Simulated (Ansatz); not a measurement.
# A failed many-body run on LaBiS2O (P4/nmm)

Aim: the G0W0 gap of LaBiS2O (P4/nmm). The first input has a fault.

Calculated with Ansatz 0.2.0; G0W0 on r2SCAN, plane waves, PAW; PAW set soft_1.

## (1) The starting structure

It takes space group P4/nmm (No. 129, tetragonal). Conventional cell: a = 4.065 Å, b = 4.065 Å, c = 13.861 Å, α = 90.00°, β = 90.00°, γ = 90.00°. Nearest to La lie 4 O at 2.38 Å and 4 S at 3.20 Å. Nearest to Bi lie 5 S at 2.48 to 2.89 Å. Nearest to S lie 4 Bi at 2.89 Å. Nearest to S lie 1 Bi at 2.48 Å and 4 La at 3.20 Å. Nearest to O lie 4 La at 2.38 Å. Farther neighbours and most contacts between anions are not listed.

As a file:

```cif
data_structure
_symmetry_space_group_name_H-M 'P4/nmm:1'
_symmetry_Int_Tables_number 129
_cell_length_a 4.0646
_cell_length_b 4.0646
_cell_length_c 13.8614
_cell_angle_alpha 90.000
_cell_angle_beta 90.000
_cell_angle_gamma 90.000
_cell_volume 229.00
loop_
_atom_site_label
_atom_site_type_symbol
_atom_site_symmetry_multiplicity
_atom_site_Wyckoff_symbol
_atom_site_fract_x
_atom_site_fract_y
_atom_site_fract_z
_atom_site_occupancy
La1 La 2 c 0.50000 0.00000 0.58924 1
Bi1 Bi 2 c 0.00000 0.50000 0.87006 1
S1 S 2 c 0.50000 0.00000 0.88843 1
S2 S 2 c 0.00000 0.50000 0.69097 1
O1 O 2 b 0.00000 0.00000 0.50000 1
```

Geometry: measured lattice cell, ions relaxed with r2SCAN; the structure entry is the Materials Project's. The runs that relaxed it are not among those shown. Spin-orbit coupling is left out unless a step names it.

## (2) First try

The input, input.yaml:

```yaml
crystal:
  lattice:
    - [4.0646, 0.0, 0.0]
    - [0.0, 4.0646, 0.0]
    - [0.0, 0.0, 13.8614]
  atoms:
    - { symbol: La, position: [0.5, 0.0, 0.5892440202] }
    - { symbol: La, position: [0.0, 0.5, 0.4107559798] }
    - { symbol: Bi, position: [0.0, 0.5, 0.8700576921] }
    - { symbol: Bi, position: [0.5, 0.0, 0.1299423079] }
    - { symbol: S, position: [0.5, 0.0, 0.8884349997] }
    - { symbol: S, position: [0.0, 0.5, 0.1115650003] }
    - { symbol: S, position: [0.0, 0.5, 0.6909721575] }
    - { symbol: S, position: [0.5, 0.0, 0.3090278425] }
    - { symbol: O, position: [0.0, 0.0, 0.5] }
    - { symbol: O, position: [0.5, 0.5, 0.5] }
kpoints:
  mp_grid: { grid: [4, 4, 2] }
hamiltonian:
  xc: r2scan
  pseudopotentials: { kind: paw, azcp: { folder: soft_1 } }
scf:
  occupations: { method: fixed }
gw:
  n_empty_bands: 372
  ecut_chi: 10
  qp_bands: [v3, c3]
  qp_kpoints: band_edges
  screening: { model: contour_deformation }
```

Run with:

```sh
ansatz run input.yaml --threads 3 --pin off --max-ram 92160MiB --backend cuda --events-out ev --progress --plain --runs-dir out --devices 1 --max-vram 13GiB
```

Numbers of over 12 decimals in the logs are rounded to 6 here.

The program printed:

```text
GPUs: using 1 of 1 available (devices: 1).
Engine: ansatz 0.2.0, x86_64-unknown-linux-gnu
Pseudopotentials: kind: paw
Pseudopotential: La, paw, valence charge 11, recommended cutoff 500 eV (meta_gga), soft_1/La.paw.azcp
Pseudopotential: Bi, paw, valence charge 15, recommended cutoff 500 eV (meta_gga), soft_1/Bi.paw.azcp
Pseudopotential: S, paw, valence charge 6, recommended cutoff 500 eV (meta_gga), soft_1/S.paw.azcp
Pseudopotential: O, paw, valence charge 6, recommended cutoff 500 eV (meta_gga), soft_1/O.paw.azcp
Functional definition: r2SCAN
  parameter k0 = 0.174
  parameter k1 = 0.065
  parameter a1 = 4.9479
  exchange = r2scan_x(k0 = k0, k1 = k1, a1 = a1)
  correlation = r2scan_c
device memory: the entry about to start is reckoned to put 3.5 GiB on a device that reports 51.0 GiB free (of which the cap on the GPU budget leaves the run 13.0 GiB)
GPU FFT provider: cuFFT
GPU libraries: cuBLAS 13.8.2, cuFFT 12.4.0, cuSOLVER 12.3.4
Crystal: 10 atoms, lattice volume = 229.004 Å³
Basis set: ecut = 500 eV, 5867 PW (Γ), exchange–correlation on 120×120×432 points (64 copies of the dense FFT grid, shifted against one another)
Bands: 54, of which v1, the nominal top of the filled ones, is band 44 counted from 1 (43 counted from 0)
Symmetry: 16 space group operations
Space group: P4/nmm (ITA 129), of the structure as read, at distance tolerance 6.1e-5 Å
k-points: 12 of 32
Non-local potential: La, projectors of the file, l = 0: 3, l = 1: 2, l = 2: 2, l = 3: 3
Non-local potential: Bi, projectors of the file, l = 0: 2, l = 1: 2, l = 2: 2, l = 3: 1
Non-local potential: S, projectors of the file, l = 0: 2, l = 1: 2, l = 2: 1
Non-local potential: O, projectors of the file, l = 0: 2, l = 1: 2, l = 2: 1
PAW form: soft (Blöchl's): semilocal exchange-correlation on the pseudo side does not see the compensation charge
PAW frozen core: La, regenerated for the run's functional (the file was generated under x = pbe(κ = 0.804, μ = 0.219515), c = pbe(β = 0.066725))
PAW frozen core: Bi, regenerated for the run's functional (the file was generated under x = pbe(κ = 0.804, μ = 0.219515), c = pbe(β = 0.066725))
PAW frozen core: S, regenerated for the run's functional (the file was generated under x = pbe(κ = 0.804, μ = 0.219515), c = pbe(β = 0.066725))
PAW frozen core: O, regenerated for the run's functional (the file was generated under x = pbe(κ = 0.804, μ = 0.219515), c = pbe(β = 0.066725))
PAW one-centre angular grid: La, 974 points (default); XC on 160 Gauss nodes
PAW one-centre angular grid: Bi, 590 points (default); XC on 160 Gauss nodes
PAW one-centre angular grid: S, 302 points (default); XC on 160 Gauss nodes
PAW one-centre angular grid: O, 302 points (default); XC on 160 Gauss nodes
Initial density: superposition of atomic densities (chi_scale 0.1, normalization cell, long waves kept (reshape's long-wave potential 0.46 eV rms))
Initial wavefunctions: pseudopotential atomic-orbital guess
GPU buffer pool allocated for 97200 grid points (all kernels)
GPU transforms: local potential and band sums: pruned to the plane-wave sphere, on 30×30×108
Functional: x = r2scan, c = r2scan; τ floored in thin density (d = 2e-4 eV/Å³)
SCF iter   1: F=—  HF=-42131.848466 eV  |F-HF|=—  |Δ(HF+E_count)|=         —  Δρ=3.46e-2  dr2=8.22e0  dr2_τ=1.61e-1  ethr=3.10e-3  ⟨swp⟩=5.3  Hψ=2431  notcnv=0  defer=48
preconditioner: auto → Resta (q_TF=auto, 2.326 Å⁻¹)  ε∞=4.9  [insulator: Δε(μ)=1.234 eV  Ē_g=9.657 eV  n_scr=50 (ndim 8)  ℏωp=19.0 eV  f_vac=0.000  ε∞_Penn≈4.9]
SCF iter   2: F=—  HF=-42131.085753 eV  |F-HF|=—  |Δ(HF+E_count)|=   7.63e-1  Δρ=1.88e-2  dr2=1.70e0  dr2_τ=3.03e-2  ethr=3.10e-3  ⟨swp⟩=4.5  Hψ=1283  notcnv=0  defer=83
SCF iter   3: F=—  HF=-42131.084554 eV  |F-HF|=—  |Δ(HF+E_count)|=   1.20e-3  Δρ=1.33e-2  dr2=3.44e-1  dr2_τ=4.45e-2  ethr=1.94e-3  ⟨swp⟩=5.0  Hψ=1613  notcnv=0  defer=88
[...]
SCF converged after 9 iterations
Free energy (F): -42131.047226 eV
Harris-Foulkes:  -42131.047226 eV  (|F-HF|=3.54e-8)
Internal energy: -42131.047226 eV  (E = F + TS)
E sigma→0 (E₀):  -42131.047226 eV
Fermi energy:    7.769742 eV
--- Per-component energies (eV) ---
  E_band       = -360.076193
  E_kinetic    = 1636.784318
  E_local      = -5104.302303  (includes V_loc(G=0)·N_el)
  E_nonlocal   = 1229.895684
  E_hartree    = 1926.768124
  E_xc         = -1035.068246
  E_vxc        = -1165.322905  (∫ρ·V_xc dr)
  E_paw        = -35047.077071  (= ΣΔE_a)
  E_vpaw       = -875.233880  (= ΣTr[D̂ρ^β])
  E_aug_tail   = 0.000767  (compensation charges beyond the density's cutoff)
  E_vtau       = 64.566136  (kinetic-family band-sum trace: ∫τ·v_τ [+ j·A + Jᵃ·Aᵃ] dr)
  E_ewald      = -5739.432719
  E_core_change = 1.384220  (= ΣΔE_core)
  E_smearing   = -0.000000  (= −TS)
  E_closure    = -0.000000  (closes the sum)
  Σ components = -42131.047226   (vs F -42131.047226, Δ=0.00e0)
--- Band table (eV; the first three rows and the last of 12) ---
  k-point 0: bands = [... 40 lower, 7.2278, 7.2278, 7.6615, 7.6615, 11.6820, 11.9456, 12.0312, 12.2165, ... 6 higher]
  k-point 1: bands = [... 40 lower, 7.2482, 7.4744, 7.6498, 7.6498, 11.7016, 11.7698, 11.9558, 12.1618, ... 6 higher]
  k-point 2: bands = [... 40 lower, 7.0285, 7.1559, 7.4343, 7.5138, 10.5559, 10.8985, 10.9886, 11.2082, ... 6 higher]
  k-point 11: bands = [... 40 lower, 6.6350, 6.6350, 6.8218, 6.8218, 11.9811, 11.9811, 12.6967, 12.6967, ... 6 higher]
--- G₀W₀: contour deformation, 7 samples at zero and on the imaginary axis and 1 off it, 32 q-points, 372 empty bands' worth ---
  eigenvalues of the whole cell's RPA ε∞ on this k-mesh (on a slab, of 1 + 4πα/V) = 7.0637, 20.7254, 20.7254; static W/v taken at q = 0 is 0.032898
  gw.qp_kpoints: band_edges: 8 of 12 stored k-points solved, in 1 pass; an edge of the gap read off the rows below is read off those points alone
    valence top: of the k-points left out ik 9 came nearest to being solved in a further pass, in band 44 (counted from 1, as in the quasiparticle table): it holds the edge there only if its correction is more favourable than any solved in that band by at least 0.678 eV; those differ by 0.593 eV
    conduction bottom: of the k-points left out ik 9 came nearest to being solved in a further pass, in band 45 (counted from 1, as in the quasiparticle table): it holds the edge there only if its correction is more favourable than any solved in that band by at least 2.337 eV; those differ by 1.697 eV
  `?` marks the rows in doubt; gw_qp.tsv's column doubts and the gw_qp event give each row's grounds
    ik  band        ε_KS         Σx   Σc(E_QP)       V_xc       Z   E_QP_lin       E_QP  E_QP is
     0    42      7.2278   -18.1866     2.9778   -15.3138  0.7752     7.3324     7.3328  root
     0    43      7.6615   -20.5086     3.1203   -17.3274  0.7854     7.6005     7.6007  root
     0    44      7.6615   -20.5086     3.1203   -17.3274  0.7854     7.6005     7.6007  root
     0    45     11.6820    -9.9001    -4.5657   -16.6301  0.7897    13.8964    13.8463  root
     0    46     11.9456    -8.5047    -3.7774   -13.2359  0.7907    12.9501    12.8995  root
     0    47     12.0312    -9.9503    -3.5974   -14.5175  0.7863    13.0568    13.0010  root
     1    42      7.4744   -19.6385     2.6508   -17.1724  0.7891     7.6582     7.6591  root
     1    43      7.6498   -20.5529     3.1344   -17.3468  0.7853     7.5779     7.5781  root
     1    44      7.6498   -20.5529     3.1344   -17.3468  0.7853     7.5779     7.5781  root
     1    45     11.7016   -10.1691    -4.6265   -17.0786  0.7889    14.0300    13.9846  root
     1    46     11.7698    -8.1296    -3.5341   -12.3139  0.7958    12.4357    12.4200  root
     1    47     11.9558   -10.1216    -3.6949   -15.0364  0.7866    13.2364    13.1756  root
     2    42      7.1559   -18.2656     3.0371   -15.3396  0.7728     7.2666     7.2670  root
     2    43      7.4343   -19.7923     3.0476   -16.7589  0.7814     7.4485     7.4485  root
[...]
2    47     10.9886   -10.0067    -3.2089   -13.9852  0.7794    11.7865    11.7582  root ?
[...]
3    47     10.9805   -10.0607    -3.1948   -14.0537  0.7788    11.7907    11.7787  root ?
[...]
7    43      7.2244   -17.4641     2.4144   -15.3815  0.7807     7.5535     7.5563  root
     7    44      7.3263   -18.4908     2.3814   -16.3753  0.7873     7.5905     7.5922  root
     7    45      9.6345   -10.3792    -2.7255   -13.8518  0.7958    10.4045    10.3816  root
     7    46      9.8575   -10.8925    -2.7226   -14.3874  0.7916    10.6652    10.6298  root
     7    47     11.7214    -9.4206    -3.5022   -13.8334  0.7925    12.6737    12.6320  root
```

Run time: 48 s. Hardware: 1 × NVIDIA H100 80GB HBM3 (shared by 6 runs) with 3 threads of AMD EPYC 7R13 (Zen 3), shared host; peak memory 2.1 GiB.

**What went wrong?**

The run ended normally, though the input holds a fault or crude settings.

The fault: screening cutoff of 10 eV. Nearly all local fields and short-range correlation are left out.

It printed a gap of 1.21 eV, which is an artefact of the settings.

## (3) A better input

G0W0 replaces the xc potential by the self-energy, built once from these orbitals. Only a window of levels is corrected, while the sums run over the empty bands that the input names. This step takes PAW set soft_1 files.

Edit input.yaml of step 2 so:

```diff
@@ -24,4 +24,4 @@
 gw:
-  n_empty_bands: 372
-  ecut_chi: 10
+  n_empty_bands: 443
+  ecut_chi: 90
   qp_bands: [v3, c3]
```

The program printed:

```text
GPUs: using 1 of 1 available (devices: 1).
[...]
GPU FFT provider: cuFFT
GPU libraries: cuBLAS 13.8.2, cuFFT 12.4.0, cuSOLVER 12.3.4
Crystal: 10 atoms, lattice volume = 229.004 Å³
Basis set: ecut = 500 eV, 5867 PW (Γ), exchange–correlation on 120×120×432 points (64 copies of the dense FFT grid, shifted against one another)
Bands: 54, of which v1, the nominal top of the filled ones, is band 44 counted from 1 (43 counted from 0)
[... 1 set-up line as in the run before ...]
[...]
k-points: 12 of 32
[...]
GPU buffer pool allocated for 97200 grid points (all kernels)
[...]
SCF iter   1: F=—  HF=-42131.848466 eV  |F-HF|=—  |Δ(HF+E_count)|=         —  Δρ=3.46e-2  dr2=8.22e0  dr2_τ=1.61e-1  ethr=3.10e-3  ⟨swp⟩=5.3  Hψ=2431  notcnv=0  defer=48
[...]
0    42      7.2278   -18.1866     2.6351   -15.3138  0.7214     6.9879     6.9901  root
     0    43      7.6615   -20.5086     3.0891   -17.3274  0.7269     7.5691     7.5694  root
     0    44      7.6615   -20.5086     3.0891   -17.3274  0.7269     7.5691     7.5694  root
     0    45     11.6820    -9.9001    -5.4847   -16.6301  0.7594    12.9863    12.9272  root
     0    46     11.9456    -8.5047    -4.2787   -13.2359  0.7633    12.4056    12.3981  root
     0    47     12.0312    -9.9503    -4.0507   -14.5175  0.7532    12.5590    12.5477  root
     1    42      7.4744   -19.6385     2.4238   -17.1724  0.7348     7.4320     7.4321  root
     1    43      7.6498   -20.5529     3.1118   -17.3468  0.7268     7.5552     7.5555  root
[...]
7    44      7.3263   -18.4908     2.0491   -16.3753  0.7365     7.2598     7.2599  root
     7    45      9.6345   -10.3792    -3.2581   -13.8518  0.7605     9.8504     9.8490  root
     7    46      9.8575   -10.8925    -3.2481   -14.3874  0.7533    10.1062    10.1043  root
     7    47     11.7214    -9.4206    -3.9748   -13.8334  0.7610    12.1661    12.1594  root
[key lines of the parts left out:]
SCF converged after 9 iterations
Free energy (F): -42131.047226 eV
Fermi energy:    7.769742 eV
```

Run time: 35 s. Hardware: 1 × NVIDIA H100 80GB HBM3 (shared by 6 runs) with 3 threads; peak memory 2.5 GiB.

Numbers from this step:

```yaml
bands_summed: 487
rpa_eps_infinity_on_this_mesh_eigenvalues: 6.363, 19.38, 19.38
plane_waves_in_the_screening_matrix: 433
q_points_in_the_mesh: 32
g0w0_gap_on_the_mesh: 1.303 eV
k_of_the_valence_top: 0, -0.5, 0
k_of_the_conduction_bottom: 0, -0.5, 0
starting_gap_on_the_mesh: 1.137 eV
z_at_the_valence_top: 0.7449
z_at_the_conduction_bottom: 0.7652
least_direct_g0w0_gap_on_the_computed_points: 1.303 eV
```

The gap on the mesh goes from 1.14 eV to 1.30 eV, a correction of +0.17 eV. Between the two edge states, bare exchange in place of the xc potential would open the gap by 4.46 eV, and correlation takes back 4.30 eV.

## (4) Results

| Item | Value |
| --- | --- |
| first try | converged after 48 s |
| better run | G0W0 gap on the mesh 1.30 eV (4×4×2 mesh, 443 empty bands, screening to 90 eV, PAW set soft_1 files) |

The second run differs in: empty bands and screening cutoff (eV). Bands and cutoff are finite, so the gap is not at the basis limit. The miss can reach some tenths of an eV and take either sign; the mesh is an error of its own. The 4×4×2 mesh is coarse for this cell (its supercell is 16 Å along the shortest edge). The RPA ε∞ on it, from the r2SCAN start, is 6.36 and 19.38; such meshes misread the long-range screening, most where the gap is narrow. Where an edge is built on 6p states of lead, bismuth or thallium, scalar-relativistic gaps usually stand too wide, by a few tenths to over one eV. Empty 4f levels lie among the conduction bands. Their place in the start is unsure; it enters the screening, and the edge itself where they lie low. The many-body steps are scalar-relativistic: spin-orbit coupling is not in them.

[Paths, hosts, dates, memory and timing lines, banners, echoed tables and standing remarks are left out of the program output.]

[Logs are printed without paths, hosts, clocks, repeated set-up lines and the standing remarks that a program may print on its own settings, such as how far it seeks lower states.]

[Runs of the session that timed out or met a known fault of the program may be left out.]

[Cells called generated may have been cut or substituted from an entry of the Crystallography Open Database or the Materials Project.]

[Hosts, paths, dates, database ids (printed as entryN), source tags and the programs' standing remarks are cut or masked in the printed files.]
